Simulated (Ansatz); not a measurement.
# linear Al chain under tension and compression

Does stretching change the magnetism or the channel count of the linear Al chain?

Program: Ansatz 0.2.0. Level of theory: DFT LDA, plane waves, PAW; relaxation of a chain's period, in the first sound run; inputs show where later runs differ. Results are calculated unless marked as measured.

## 1. The starting structure

The cell holds 1 atom: 1 Al. Cell: a = 7.500 Å, b = 7.500 Å, c = 2.251 Å, α = 90.0°, β = 90.0°, γ = 90.0°. Vacuum lies along a and b. The structure's axis is c.

## 2. Relaxation of atoms and period

Band widths follow the bond lengths, so the chain is relaxed first. The atoms and the third cell vector are free; the box across stays fixed as vacuum. Moments are seeded so that a magnetic state can form if it lies lower. A Fermi-Dirac smearing is set since the result may be a metal. The pressure printed is a third of the stress's trace over the whole box, vacuum included; only the stress along the axis is relaxed.

The input, input.yaml:

```yaml
crystal:
  lattice:
    - [7.5, 0.0, 0.0]
    - [0.0, 7.5, 0.0]
    - [0.0, 0.0, 2.2506]
  atoms:
    - { symbol: Al, position: [0.5, 0.5, 0.0], spin: 0.5 }
magnetization:
  spin_polarized: true
kpoints:
  mp_grid: { grid: [1, 1, 36] }
scf:
  occupations: { method: fermi_dirac, width: 0.05 }
hamiltonian:
  xc: lda
relax:
  cell: { fix: [a, b, alpha, beta, gamma] }
  max_steps: 60
```

Run with:

```
ansatz run input.yaml --threads 4 --pin off --max-ram 8192MiB --backend cpu --events-out ev --progress --plain --runs-dir out
```

Numbers of over 12 decimals in the logs are rounded to 6 here.

What it wrote:

```text
Engine: ansatz 0.2.0, aarch64-unknown-linux-gnu
Pseudopotentials: kind: paw
Pseudopotential: Al, paw, valence charge 3, recommended cutoff 420 eV (normal), Al.paw.azcp
Functional definition: SPW92
  exchange = slater_x
  correlation = pw_c
Crystal: 1 atoms, lattice volume = 126.596 Å³
Basis set: ecut = 420 eV, 2463 PW (Γ)
Bands: 6, of which v1, the nominal top of the filled ones, is band 2 counted from 1 (1 counted from 0)
Symmetry: 16 space group operations
Space group: P4/mmm (ITA 123), of the structure as read, at distance tolerance 5.0e-5 Å
Magnetic group: BNS 123.339 (UNI 999), of the structure as read, at distance tolerance 5.0e-5 Å
k-points: 19 of 36
Non-local potential: Al, projectors of the file, l = 0: 2, l = 1: 2, l = 2: 1
PAW form: soft (Blöchl's): semilocal exchange-correlation on the pseudo side does not see the compensation charge
PAW frozen core: Al, regenerated for the run's functional, and the local potential with it (the file was generated under x = pbe(κ = 0.804, μ = 0.219515), c = pbe(β = 0.066725))
PAW one-centre angular grid: Al, 110 points (default); XC on 64 Gauss nodes
Initial density: superposition of atomic densities (neutral atoms: chi_scale 0, normalization atom)
Starting moments: Σ|m| = 0.5 μB on 1 of 1 site
Initial wavefunctions: pseudopotential atomic-orbital guess
Functional: x = slater, c = lda
SCF iter   1: F=—  HF=-510.851306 eV  |F-HF|=—  |Δ(HF+E_count)|=         —  Δρ=1.12e-2 (↑8.69e-3 ↓1.12e-2)  dr2=7.22e-1  dr2_m=8.68e-3  M=0.243 μB ∫|m|=0.243 μB  β_m=0.30  ethr=3.10e-3  ⟨swp⟩=6.4  Hψ=2672  notcnv=0
preconditioner: auto → none  [insulator: Δε(μ)=0.146 eV  Ē_g=7.823 eV  σ=0.050 eV  W_gap=0.62  n_scr=8 (ndim 8)  ℏωp=5.5 eV  f_vac=0.381  D(μ)=1.19/eV (n_scr^D=8)  ε∞_Penn≈1.5]
SCF iter   2: F=—  HF=-510.658570 eV  |F-HF|=—  |Δ(HF+E_count)|=   1.93e-1  Δρ=6.97e-3 (↑5.18e-3 ↓6.97e-3)  dr2=2.30e-1  dr2_m=5.78e-3  M=0.210 μB ∫|m|=0.210 μB  β_m=0.30  ethr=3.10e-3  ⟨swp⟩=2.4  Hψ=663  notcnv=0  defer=12
SCF iter   3: F=—  HF=-510.579333 eV  |F-HF|=—  |Δ(HF+E_count)|=   7.92e-2  Δρ=2.22e-3 (↑2.22e-3 ↓1.74e-3)  dr2=5.83e-3  dr2_m=3.76e-3  M=0.177 μB ∫|m|=0.177 μB  β_m=0.30  ethr=3.10e-3  ⟨swp⟩=2.2  Hψ=424  notcnv=0  defer=12
SCF iter   4: F=—  HF=-510.582013 eV  |F-HF|=—  |Δ(HF+E_count)|=   2.68e-3  Δρ=1.65e-3 (↑1.31e-3 ↓1.65e-3)  dr2=1.52e-3  dr2_m=2.32e-3  M=0.153 μB ∫|m|=0.153 μB  β_m=0.30  ethr=1.94e-4  ⟨swp⟩=2.3  Hψ=435  notcnv=0  defer=19
SCF iter   5: F=—  HF=-510.584173 eV  |F-HF|=—  |Δ(HF+E_count)|=   2.16e-3  Δρ=1.15e-3 (↑1.15e-3 ↓1.15e-3)  dr2=4.87e-6  dr2_m=1.53e-3  M=0.130 μB ∫|m|=0.131 μB  β_m=0.30  ethr=5.06e-5  ⟨swp⟩=2.1  Hψ=263  notcnv=0  defer=19
SCF iter   6: F=—  HF=-510.586035 eV  |F-HF|=—  |Δ(HF+E_count)|=   1.86e-3  Δρ=9.54e-4 (↑9.49e-4 ↓9.54e-4)  dr2=9.78e-7  dr2_m=1.05e-3  M=0.111 μB ∫|m|=0.111 μB  β_m=0.30  ethr=1.62e-7  ⟨swp⟩=2.1  Hψ=309  notcnv=0  defer=17
SCF iter   7: F=—  HF=-510.587385 eV  |F-HF|=—  |Δ(HF+E_count)|=   1.35e-3  Δρ=7.96e-4 (↑7.95e-4 ↓7.96e-4)  dr2=4.45e-8  dr2_m=7.34e-4  M=0.094 μB ∫|m|=0.094 μB  β_m=0.30  ethr=3.33e-9  ⟨swp⟩=3.2  Hψ=736  notcnv=0
Mixer restart at iter 7: flushing history
spin-set hold released at iteration 7 (site moments contracting): the magnetisation degrees of freedom join the quasi-Newton model from the next iteration; the mixer history was flushed
SCF iter   8: F=—  HF=-510.588380 eV  |F-HF|=—  |Δ(HF+E_count)|=   9.95e-4  Δρ=6.70e-4 (↑6.70e-4 ↓6.69e-4)  dr2=2.09e-8  dr2_m=5.20e-4  M=0.079 μB ∫|m|=0.079 μB  β_m=0.43  ethr=1.48e-9  ⟨swp⟩=5.2  Hψ=575  notcnv=0
SCF iter   9: F=—  HF=-510.590679 eV  |F-HF|=—  |Δ(HF+E_count)|=   2.30e-3  Δρ=2.54e-4 (↑2.54e-4 ↓2.54e-4)  dr2=1.77e-8  dr2_m=7.47e-5  M=0.030 μB ∫|m|=0.031 μB  β_m=0.80  ethr=6.97e-10  ⟨swp⟩=6.6  Hψ=658  notcnv=0
SCF iter  10: F=—  HF=-510.591131 eV  |F-HF|=—  |Δ(HF+E_count)|=   4.53e-4  Δρ=2.34e-5 (↑2.10e-5 ↓2.34e-5)  dr2=1.03e-7  dr2_m=5.63e-7  M=0.002 μB ∫|m|=0.002 μB  β_m=0.88  ethr=5.90e-10  ⟨swp⟩=6.7  Hψ=668  notcnv=0
SCF iter  11: F=—  HF=-510.591135 eV  |F-HF|=—  |Δ(HF+E_count)|=   3.21e-6  Δρ=3.90e-6 (↑3.90e-6 ↓3.30e-6)  dr2=2.80e-8  dr2_m=1.24e-8  M=0.000 μB ∫|m|=0.000 μB  β_m=0.81  ethr=5.90e-10  ⟨swp⟩=1.8  Hψ=714  notcnv=0
SCF iter  12: F=—  HF=-510.591135 eV  |F-HF|=—  |Δ(HF+E_count)|=   5.27e-8  Δρ=8.87e-7 (↑8.36e-7 ↓8.87e-7)  dr2=4.68e-10  dr2_m=8.21e-10  M=0.000 μB ∫|m|=0.000 μB  β_m=0.84  ethr=5.90e-10  ⟨swp⟩=3.7  Hψ=487  notcnv=0
SCF iter  13: F=—  HF=-510.591135 eV  |F-HF|=—  |Δ(HF+E_count)|=   2.98e-9  Δρ=1.82e-7 (↑1.82e-7 ↓1.81e-7)  dr2=2.31e-13  dr2_m=3.82e-11  M=-0.000 μB ∫|m|=0.000 μB  β_m=0.92  ethr=1.56e-11  ⟨swp⟩=3.0  Hψ=443  notcnv=0
SCF iter  14: F=-510.591135 eV  HF=-510.591135 eV  |F-HF|=2.27e-13  |Δ(HF+E_count)|=  2.49e-10  Δρ=6.01e-9 (↑6.01e-9 ↓5.61e-9)  dr2=8.18e-15  dr2_m=3.85e-14  M=-0.000 μB ∫|m|=0.000 μB  ethr=1.00e-12  ⟨swp⟩=2.0  Hψ=381  notcnv=0
WARN: the starting moments were not kept: the SCF closed with an absolute magnetisation of 2.6e-7 μB, where they sum to 0.5 μB in size (1 site). That is at most 0.1 of that sum. Measured as dr2_m measures the in/out step, that magnetisation stands 8.9e-15 eV from none, at or under the dr2_threshold of 1.0e-7 eV: it is no larger than a step whose dr2_m would equal this threshold. The system may hold no moment; this SC [...]
SCF 1 converged in 14 iterations: F = -510.591135 eV  dr2 = 8.18e-15
  greatest PAW one-centre occupation: 0.516 electrons in one spin orbital (limit 2), on the Al atom at site 0 (counted from 0), in its partial waves of l = 0
relax step   1: F+E_penalty+E_count = -510.59113476 eV  Δ(F+E_penalty+E_count) = +0.000e0 eV  max|allowed force component| = 0.000e0 eV/Å  Δτ_max = 0.0000 Å  P = +1.743 GPa  Ω = 126.596 Å³  fix = [a, b, alpha, beta, gamma]  reactions: a +0.206, b +0.206 GPa  (14 SCF iters, dr2 threshold 1.00e-7 eV, accepted)
Crystal: 1 atoms, lattice volume = 131.259 Å³
Basis set: ecut = 420 eV, 2535 PW (Γ)
Initial density: handed on by an earlier stage of this run
Starting moments: Σ|m| = 0.5 μB on 1 of 1 site; this step starts from the density that it was given
Initial wavefunctions: those handed on with the density
iter 1 solved again at ethr=3.64e-4 eV; its pass at ethr=3.10e-3 eV (dr2=1.09e-2 eV) is discarded
SCF iter   1: F=—  HF=-510.688200 eV  |F-HF|=—  |Δ(HF+E_count)|=         —  Δρ=1.15e-3 (↑9.44e-4 ↓1.15e-3)  dr2=1.08e-2  dr2_m=2.20e-5  M=-0.008 μB ∫|m|=0.008 μB  β_m=0.30  ethr=3.64e-4  ⟨swp⟩=1.1  Hψ=2743  notcnv=0
[...]
SCF iter   3: F=—  HF=-510.698209 eV  |F-HF|=—  |Δ(HF+E_count)|=   3.64e-4  Δρ=3.33e-5 (↑3.26e-5 ↓3.33e-5)  dr2=4.09e-6  dr2_m=6.31e-7  M=-0.002 μB ∫|m|=0.002 μB  β_m=0.63  ethr=2.75e-5  ⟨swp⟩=2.2  Hψ=290  notcnv=0
SCF iter   4: F=—  HF=-510.698207 eV  |F-HF|=—  |Δ(HF+E_count)|=   1.41e-6  Δρ=1.65e-5 (↑1.11e-5 ↓1.65e-5)  dr2=4.16e-7  dr2_m=1.41e-7  M=-0.001 μB ∫|m|=0.001 μB  β_m=0.68  ethr=1.36e-7  ⟨swp⟩=2.1  Hψ=294  notcnv=0
iter 5 did not close the SCF: its close was put off for a magnetic moment that had not settled (scf_convergence_deferred on its scf_iter line)
SCF iter   5: F=-510.698208 eV  HF=-510.698207 eV  |F-HF|=1.04e-7  |Δ(HF+E_count)|=   3.01e-7  Δρ=5.47e-6 (↑5.47e-6 ↓5.08e-6)  dr2=4.81e-9  dr2_m=3.29e-8  M=-0.001 μB ∫|m|=0.001 μB  β_m=0.84  ethr=3.33e-9  ⟨swp⟩=4.1  Hψ=526  notcnv=0
iter 6 did not close the SCF: its close was put off for a magnetic moment that had not settled (scf_convergence_deferred on its scf_iter line)
SCF iter   6: F=-510.698208 eV  HF=-510.698208 eV  |F-HF|=3.29e-9  |Δ(HF+E_count)|=   2.22e-7  Δρ=1.52e-6 (↑7.16e-7 ↓1.52e-6)  dr2=1.83e-9  dr2_m=1.26e-9  M=-0.000 μB ∫|m|=0.000 μB  β_m=0.92  ethr=1.60e-10  ⟨swp⟩=1.7  Hψ=696  notcnv=0
iter 7 did not close the SCF: its close was put off for a magnetic moment that had not settled (scf_convergence_deferred on its scf_iter line)
SCF iter   7: F=-510.698208 eV  HF=-510.698208 eV  |F-HF|=5.39e-11  |Δ(HF+E_count)|=   7.63e-9  Δρ=2.02e-7 (↑9.31e-8 ↓2.02e-7)  dr2=4.13e-11  dr2_m=2.20e-11  M=-0.000 μB ∫|m|=0.000 μB  β_m=0.96  ethr=6.11e-11  ⟨swp⟩=1.3  Hψ=645  notcnv=0
SCF iter   8: F=-510.698208 eV  HF=-510.698208 eV  |F-HF|=2.27e-13  |Δ(HF+E_count)|=  1.28e-10  Δρ=1.09e-8 (↑1.09e-8 ↓4.22e-9)  dr2=2.64e-13  dr2_m=3.12e-14  M=-0.000 μB ∫|m|=0.000 μB  ethr=1.38e-12  ⟨swp⟩=1.0  Hψ=638  notcnv=0
the starting moments were not kept: the SCF closed with an absolute magnetisation of 6.7e-7 μB, where they sum to 0.5 μB in size (1 site). That is at most 0.1 of that sum. Measured as dr2_m measures the in/out step, that magnetisation stands 3.1e-14 eV from none, at or under the dr2_threshold of 1.0e-7 eV: it is no larger than a step whose dr2_m would equal this threshold.
SCF 3 converged in 8 iterations: F = -510.698208 eV  dr2 = 2.64e-13
  greatest PAW one-centre occupation: 0.497 electrons in one spin orbital (limit 2), on the Al atom at site 0 (counted from 0), in its partial waves of l = 0
relax step   3: F+E_penalty+E_count = -510.69820765 eV  Δ(F+E_penalty+E_count) = -1.508e-2 eV  max|allowed force component| = 0.000e0 eV/Å  Δτ_max = 0.0000 Å  P = +0.246 GPa  Ω = 133.739 Å³  energy of the carried Pulay correction = -4.975e-4 eV  fix = [a, b, alpha, beta, gamma]  reactions: a +0.202, b +0.202 GPa  (8 SCF iters, dr2 threshold 1.00e-7 eV, accepted)
[...]
relax step   4: F+E_penalty+E_count = -510.69887132 eV  Δ(F+E_penalty+E_count) = -6.637e-4 eV  max|allowed force component| = 0.000e0 eV/Å  Δτ_max = 0.0000 Å  P = +0.137 GPa  Ω = 134.412 Å³  energy of the carried Pulay correction = -5.435e-4 eV  fix = [a, b, alpha, beta, gamma]  reactions: a +0.202, b +0.202 GPa  (7 SCF iters, dr2 threshold 1.00e-7 eV, accepted)
Initial wavefunctions: pseudopotential atomic-orbital guess (no wavefunctions were taken with the density)
iter 1 solved again at ethr=4.09e-7 eV; its pass at ethr=3.10e-3 eV (dr2=1.23e-5 eV) is discarded
SCF iter   1: F=—  HF=-510.699904 eV  |F-HF|=—  |Δ(HF+E_count)|=         —  Δρ=2.40e-5 (↑2.40e-5 ↓2.40e-5)  dr2=2.94e-7  dr2_m=1.87e-13  M=-0.000 μB ∫|m|=0.000 μB  β_m=0.30  ethr=4.09e-7  ⟨swp⟩=3.0  Hψ=3326  notcnv=0
preconditioner: auto → none  [insulator: Δε(μ)=0.170 eV  Ē_g=7.151 eV  σ=0.050 eV  W_gap=0.69  n_scr=8 (ndim 8)  ℏωp=5.5 eV  f_vac=0.475  D(μ)=1.24/eV (n_scr^D=8)  ε∞_Penn≈1.6]
SCF iter   2: F=—  HF=-510.699905 eV  |F-HF|=—  |Δ(HF+E_count)|=   1.65e-6  Δρ=1.68e-5 (↑1.68e-5 ↓1.68e-5)  dr2=1.38e-7  dr2_m=1.35e-13  M=-0.000 μB ∫|m|=0.000 μB  β_m=0.62  ethr=9.80e-9  ⟨swp⟩=1.6  Hψ=252  notcnv=0
SCF iter   3: F=—  HF=-510.699907 eV  |F-HF|=—  |Δ(HF+E_count)|=   1.60e-6  Δρ=8.84e-7 (↑8.84e-7 ↓8.83e-7)  dr2=4.63e-10  dr2_m=1.51e-14  M=-0.000 μB ∫|m|=0.000 μB  β_m=0.65  ethr=4.59e-9  ⟨swp⟩=2.0  Hψ=286  notcnv=0
SCF iter   4: F=-510.699907 eV  HF=-510.699907 eV  |F-HF|=4.21e-12  |Δ(HF+E_count)|=   3.93e-9  Δρ=5.23e-8 (↑5.23e-8 ↓5.06e-8)  dr2=8.62e-12  dr2_m=6.49e-15  M=-0.000 μB ∫|m|=0.000 μB  ethr=1.00e-12  ⟨swp⟩=4.1  Hψ=824  notcnv=0
the starting moments were not kept: the SCF closed with an absolute magnetisation of 3.8e-7 μB, where they sum to 0.5 μB in size (1 site). That is at most 0.1 of that sum. Measured as dr2_m measures the in/out step, that magnetisation stands 1.0e-14 eV from none, at or under the dr2_threshold of 1.0e-11 eV: it is no larger than a step whose dr2_m would equal this threshold.
SCF 5 converged in 4 iterations: F = -510.699907 eV  dr2 = 8.62e-12
relax step   5: F+E_penalty+E_count = -510.69990709 eV  Δ(F+E_penalty+E_count) = -1.036e-3 eV  max|allowed force component| = 0.000e0 eV/Å  Δτ_max = 0.0000 Å  P = +0.147 GPa  Ω = 134.412 Å³  fix = [a, b, alpha, beta, gamma]  reactions: a +0.207, b +0.207 GPa  stress off target by 2.76e-2 GPa on what of the cell is left free  SCF on the basis re-selected at this cell (its energy is not comparable with the rows above)  (4 SCF iters)
basis re-selected at this cell: Δ(F+E_penalty+E_count) = -1.036e-3 eV, ΔP = +0.010 GPa vs the last step (what re-selecting the basis moved, of the pressure what is left beyond the Pulay correction that the steps carried, after the strain that the cell walked since its last selection, with what the two solves' SCF thresholds leave and, on support functions, any second-order correction that the steps lacked; it is no measure of the basis error at this ecutwfc). This SCF's stress stands 2.76e-2 GPa from its target on what of the cell is left free (relax.cell.stress_tol is 5.00e-2 GPa) and its largest allowed force component is 0.00e0 eV/Å (relax.f_tol is 1.00e-2 eV/Å): [rest of the remark cut]
SCF converged after 4 iterations
Magnetization: -0.0000 μB (1.5000 up, 1.5000 down)
Absolute magnetization: 0.0000 μB (∫|ρ↑−ρ↓|, with the PAW one-centre terms)
Spin contamination: 0.0000 ħ² per cell (⟨S²⟩ above its minimum at these occupations)
Per-site moments (μB) at R_I (Å): [(-6.489074178556498e-8, 0.985689)]
Free energy (F): -510.699907 eV
Harris-Foulkes:  -510.699907 eV  (|F-HF|=4.21e-12)
Internal energy: -510.689138 eV  (E = F + TS)
E sigma→0 (E₀):  -510.694523 eV
Entropy (-TS):   -0.010769 eV (-10.769 meV/atom)
Fermi energy:    -2.656019 eV
--- Per-component energies (eV) ---
  E_band       = -17.113427
  E_kinetic    = 19.462765
  E_local      = -75.160213  (includes V_loc(G=0)·N_el)
  E_nonlocal   = 11.880186
  E_hartree    = 28.044537
  E_xc         = -36.270408
  E_vxc        = -25.278657  (∫ρ·V_xc dr)
  E_paw        = -443.371385  (= ΣΔE_a)
  E_vpaw       = -4.106568  (= ΣTr[D̂ρ^β])
  E_aug_tail   = -0.000004  (compensation charges beyond the density's cutoff)
  E_ewald      = -15.330332
  E_core_change = 0.055717  (= ΣΔE_core)
  E_smearing   = -0.010769  (= −TS)
  E_closure    = 0.000000  (closes the sum)
  Σ components = -510.699907   (vs F -510.699907, Δ=0.00e0)
--- Forces (eV/Å), atoms counted from 1 ---
  atom   1  Al     0.00000000     0.00000000     0.00000000
  max |Σ_I F_I| component: 3.94e-31 eV/Å
--- Stress (GPa, compression-positive) ---
        0.206547       0.000000       0.000000
        0.000000       0.206547       0.000000
        0.000000       0.000000       0.027572
  P = ⅓ Tr σ = 0.1469 GPa (1.469 kbar)
--- Relaxed structure (4 steps of the walk, 4 accepted, 1 SCFs on fresh bases) ---
  F+E_penalty+E_count = -510.69990709 eV   max|allowed force component| = 0.000e0 eV/Å   (the final SCF, on the basis selected at the relaxed cell)
  cell:  # Å, volume = 134.4121 Å³
    - [7.5, 0.0, 0.0]
    - [0.0, 7.5, 0.0]
    - [0.0, 0.0, 2.389548]
  atoms:
    - { symbol: Al, position: [0.5, 0.5, 0.0] }
```

Wall time 3 s (4 threads of Arm Neoverse V2, shared host); peak memory 0.31 GiB; 11 s of CPU time.

The steps of the relaxation:

| step | energy less that of the first step (eV) | largest force component (eV/Å) | pressure (GPa) | volume (Å³) |
| --- | --- | --- | --- | --- |
| 1 | 0.0000 | 0.0000 | 1.74 | 126.60 |
| 2 | -0.0920 | 0.0000 | 0.69 | 131.26 |
| 3 | -0.1071 | 0.0000 | 0.25 | 133.74 |
| 4 | -0.1077 | 0.0000 | 0.14 | 134.41 |
| 5* | -0.1088 | 0.0000 | 0.15 | 134.41 |

Relaxation steps marked * repeat the geometry before them on a plane-wave basis chosen anew for their cell, so energy and pressure can jump there.

| cell as run | before | after | change |
| --- | --- | --- | --- |
| c (Å) | 2.251 | 2.390 | +6.2 % |

The relaxed structure:

```xyz
1
Lattice="7.5000 0.0000 0.0000 0.0000 7.5000 0.0000 0.0000 0.0000 2.3895" Properties=species:S:1:pos:R:3
Al    3.7500    3.7500    0.0000
```

This step gave:

| Property | Result |
| --- | --- |
| energy at zero smearing | -510.6945 eV |
| cell length along the wire | 2.390 Å |

The cell's length comes to 2.390 Å with no moment.

## 3. At a set period, period over the relaxed period 0.88, k-mesh 1×1×39

This step: DFT LDA, plane waves, PAW; channels and complex bands of a perfect chain (Ansatz 0.2.0).

The period is set to 0.88 times the relaxed one: shorter bonds widen the bands.

The cell differs from the one that the last finished run ended in (c 2.390 → 2.103 Å).

input.yaml, the sections that differ from step 2:

```yaml
crystal:
  lattice:
    - [7.5, 0.0, 0.0]
    - [0.0, 7.5, 0.0]
    - [0.0, 0.0, 2.1028022026]
  atoms:
    - { symbol: Al, position: [0.5, 0.5, 0.0], spin: 0.5 }
kpoints:
  mp_grid: { grid: [1, 1, 39] }
output:
  transmission:
    e_range: [-2, 2]
    de: 0.035
    kmesh: [1, 1]
    reduced_basis: true
    leads: [[0, 0]]
  stress: true
# magnetization, scf, hamiltonian: as in step 2
# relax: removed
```

What it wrote:

```text
[...]
Crystal: 1 atoms, lattice volume = 118.283 Å³
Basis set: ecut = 420 eV, 2335 PW (Γ)
Bands: 6, of which v1, the nominal top of the filled ones, is band 2 counted from 1 (1 counted from 0)
Symmetry: 16 space group operations
[...]
k-points: 20 of 39
[...]
Starting moments: Σ|m| = 0.5 μB on 1 of 1 site
[...]
SCF iter   1: F=—  HF=-510.539967 eV  |F-HF|=—  |Δ(HF+E_count)|=         —  Δρ=1.34e-2 (↑1.04e-2 ↓1.34e-2)  dr2=9.81e-1  dr2_m=9.45e-3  M=0.230 μB ∫|m|=0.230 μB  β_m=0.30  ethr=3.10e-3  ⟨swp⟩=6.8  Hψ=2944  notcnv=0
[...]
spin=Collinear: LDOS preconditioning applied to the charge; magnetization (m = ρ↑ − ρ↓) channel mixes plain (no charge-response kernel on spin).
SCF iter   2: F=—  HF=-510.325924 eV  |F-HF|=—  |Δ(HF+E_count)|=   2.14e-1  Δρ=9.05e-3 (↑6.52e-3 ↓9.05e-3)  dr2=4.63e-1  dr2_m=6.31e-3  M=0.184 μB ∫|m|=0.184 μB  β_m=0.30  ethr=3.10e-3  ⟨swp⟩=2.0  Hψ=659  notcnv=0  defer=12
[...]
SCF iter  13: F=-510.145290 eV  HF=-510.145290 eV  |F-HF|=9.66e-13  |Δ(HF+E_count)|=  5.37e-11  Δρ=2.35e-8 (↑2.35e-8 ↓2.33e-8)  dr2=1.51e-13  dr2_m=5.60e-13  M=0.000 μB ∫|m|=0.000 μB  ethr=2.19e-12  ⟨swp⟩=2.1  Hψ=408  notcnv=0
SCF 1 converged in 13 iterations: F = -510.145290 eV  dr2 = 1.51e-13
[...]
transmission: 6 of 36 steps passed
transmission: 9 of 36 steps passed
[...]
transmission: 36 of 36 steps passed
SCF converged after 13 iterations
Magnetization: 0.0000 μB (1.5000 up, 1.5000 down)
Absolute magnetization: 0.0000 μB (∫|ρ↑−ρ↓|, with the PAW one-centre terms)
[...]
Per-site moments (μB) at R_I (Å): [(2.6754988941873545e-7, 0.867406)]
Free energy (F): -510.145290 eV
[...]
Internal energy: -510.136130 eV  (E = F + TS)
E sigma→0 (E₀):  -510.140710 eV
Entropy (-TS):   -0.009160 eV (-9.160 meV/atom)
Fermi energy:    -2.805515 eV
[...]
--- Stress (GPa, compression-positive) ---
        0.201142       0.000000       0.000000
        0.000000       0.201142       0.000000
        0.000000       0.000000      12.979426
  P = ⅓ Tr σ = 4.4606 GPa (44.606 kbar)
--- Band table (eV; the first three rows and the last of 40) ---
[...]
--- Transmission ---
  basis      : 497 plane waves across, 3 finite elements along
  points     : 1, standing for a mesh of 1 x 1
  filling    : by the input's occupations and mesh, since the crystals that have channels conduct as metals do. If one of these is a semiconductor, that mesh has misplaced its level
  energies   : 115 from -2.000000 to 1.990000 eV about the Fermi level, 0.035000 eV apart; the leads are filled to 0.000000 eV, and channels, transmission and decay are at -0.005000 eV
  crystal 0  : Al1, at the sites [0, 0], period 2.1028 Å: whole cells are its period
    offset         : up to 0.0000 Å between an atom of the period and one for which it stands
    filled         : 5.2 meV over the level at which it is neutral
    channels       : 2.000000e0 up, 2.000000e0 down
    conductance    : 2.7549e14 S/m² at 300 K; may be off by some 0.0 % by where its bands' edges are placed, 0.0 % from the distance to neutral
```

Run time: 12 s. Hardware: 4 threads; peak memory 0.35 GiB; 37 s of CPU time.

The column dr2 measures how far the density is from self-consistency, as an energy; F and HF (Harris–Foulkes) agree once it is small.

This step gave:

```yaml
energy_at_zero_smearing: -510.1407 eV
channels_at_the_energy_nearest_the_fermi_level_spin_up: 2
channels_at_the_energy_nearest_the_fermi_level_spin_down: 2
conductance_of_the_lead_as_this_run_defines_it: 2.000 G₀
band_gap: 0 eV
```

Open channels of the lead against energy, zero at the Fermi level:

| energy (eV) | spin up | spin down |
| --- | --- | --- |
| -2.00 | 1 | 1 |
| -1.90 | 1 | 1 |
| -1.79 | 1 | 1 |
| -1.69 | 1 | 1 |
| -1.58 | 1 | 1 |
| -1.48 | 1 | 1 |
| -1.37 | 1 | 1 |
| -1.23 | 1 | 1 |
| -1.12 | 1 | 1 |
| -1.02 | 1 | 1 |
| -0.92 | 1 | 1 |
| -0.81 | 1 | 1 |
| -0.70 | 1 | 1 |
| -0.60 | 1 | 1 |
| -0.49 | 0 | 0 |
| -0.39 | 2 | 2 |
| -0.28 | 2 | 2 |
| -0.18 | 2 | 2 |
| -0.07 | 2 | 2 |
| -0.01 | 2 | 2 |
| 0.07 | 2 | 2 |
| 0.17 | 2 | 2 |
| 0.28 | 2 | 2 |
| 0.38 | 2 | 2 |
| 0.48 | 2 | 2 |
| 0.59 | 2 | 2 |
| 0.69 | 2 | 2 |
| 0.80 | 2 | 2 |
| 0.91 | 2 | 2 |
| 1.01 | 2 | 2 |
| 1.11 | 2 | 2 |
| 1.22 | 2 | 2 |
| 1.36 | 2 | 2 |
| 1.47 | 2 | 2 |
| 1.57 | 2 | 2 |
| 1.68 | 2 | 2 |
| 1.78 | 2 | 2 |
| 1.89 | 2 | 2 |
| 1.99 | 2 | 2 |

At the computed energy nearest the Fermi level there are 2 spin-up and 2 spin-down channels, and the thermal average gives 2.00 G₀.

[end of part 1 of 3]

[Logs are printed without paths, hosts, clocks, repeated set-up lines and the standing remarks that a program may print on its own settings, such as how far it seeks lower states.]

[Hosts, paths, dates, database ids (printed as entryN), source tags and the programs' standing remarks are cut or masked in the printed files.]
